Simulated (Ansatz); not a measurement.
An input for Ansatz 0.2.0 (SnSe2 (P-3m1)):

```yaml
crystal:
  lattice:
    - [3.811, 0.0, 0.0]
    - [-1.9055, 3.3004228138, 0.0]
    - [0.0, 0.0, 6.136]
  atoms:
    - { symbol: Sn, position: [0.0, 0.0, 0.0] }
    - { symbol: Se, position: [0.3333333333, 0.6666666667, 0.2614399677] }
    - { symbol: Se, position: [0.6666666667, 0.3333333333, 0.7385600323] }
kpoints:
  mp_grid: { grid: [6, 6, 4] }
hamiltonian:
  xc: { exchange: pbe, correlation: pbe, exx: { coeff: 0.4 } }
  pseudopotentials: { kind: paw, azcp: { folder: soft_1 } }
scf:
  occupations: { method: fixed }
gw:
  n_empty_bands: 321
  ecut_chi: 150.0
  qp_bands: [v2, c2]
  qp_kpoints: band_edges
  screening: { model: contour_deformation }
```

```sh
ansatz run input.yaml --threads 2 --pin off --max-ram 73728MiB --backend cuda --events-out ev --progress --plain --runs-dir out --devices 1 --max-vram 13GiB
```

Q: How long will it take on 1 × NVIDIA H100 80GB HBM3 (shared by 6 runs) with 2 threads of AMD EPYC 7R13 (Zen 3), shared host, and how much memory?

It took 69 s; on shared hardware allow 34 s to 2.3 min. Peak host memory was 2.2 GiB. The sizes that set the cost: 1485 plane waves a state, 24 irreducible k points, 344 bands summed, 313 plane waves in the screening and 19 SCF cycles.

The screening grows as filled bands × empty bands × pairs of k points, times the square of the screening basis for the matrix.

[Paths, hosts, dates, memory and timing lines, banners, echoed tables and standing remarks are left out of the program output.]

[Logs are printed without paths, hosts, clocks, repeated set-up lines and the standing remarks that a program may print on its own settings, such as how far it seeks lower states.]

[Runs of the session that timed out or met a known fault of the program may be left out.]

[Cells called generated may have been cut or substituted from an entry of the Crystallography Open Database or the Materials Project.]

[Hosts, paths, dates, database ids (printed as entryN), source tags and the programs' standing remarks are cut or masked in the printed files.]
